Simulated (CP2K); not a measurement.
Two runs for the C K edge of isobutane. Run A: CP2K XAS_TDP, all-electron GAPW, PBEh(45%), aug-cc-pVDZ, TDA, no relativity. Run B differs in one setting.

First lines with a strength over 0.0015. A:

```tsv
atom	energy (eV)	states	strength, one atom
C1 (bonded to C and 3 H), 3 alike	283.44	1	0.0064
	284.15	1	0.0150
	284.24	1	0.0180
	285.04	1	0.0055
	285.10	1	0.0046
C2 (bonded to 3 C and H)	283.96	1	0.0121
	284.81	1	0.0020
	285.06	2	0.0044
	285.66	2	0.0110
	286.36	1	0.0050
```

B:

```tsv
atom	energy (eV)	states	strength, one atom
C1 (bonded to C and 3 H), 3 alike	276.89	1	0.0028
	277.53	1	0.0044
	277.65	1	0.0052
	278.28	2	0.0081
	278.65	1	0.0020
C2 (bonded to 3 C and H)	277.35	1	0.0044
	278.00	1	0.0020
	278.17	2	0.0017
	278.82	2	0.0037
	280.31	1	0.0131
```

Q: Which was it: GW2X switched on, the basis, scalar relativity switched on, the functional?

The functional (functional from PBEh(45%) to PBE0; the lines alone don't name the new value). A functional moves all lines by electronvolts and changes their spacings and strengths. Against PBEh(45%) in aug-cc-pVDZ, the leading lines move by -6.55 eV (C1, to 276.89) and -6.61 eV (C2, to 277.35); the strength of C1's goes from 0.0064 to 0.0028. The next line of C1 over the strength cut lies 0.64 eV higher, against 0.71.

[Banner, clock and machine lines of the logs are left out without a mark of their own.]

[Logs are printed without paths, hosts, clocks, repeated set-up lines and the standing remarks that a program may print on its own settings, such as how far it seeks lower states.]

[Hosts, paths, dates, database ids (printed as entryN), source tags and the programs' standing remarks are cut or masked in the printed files.]
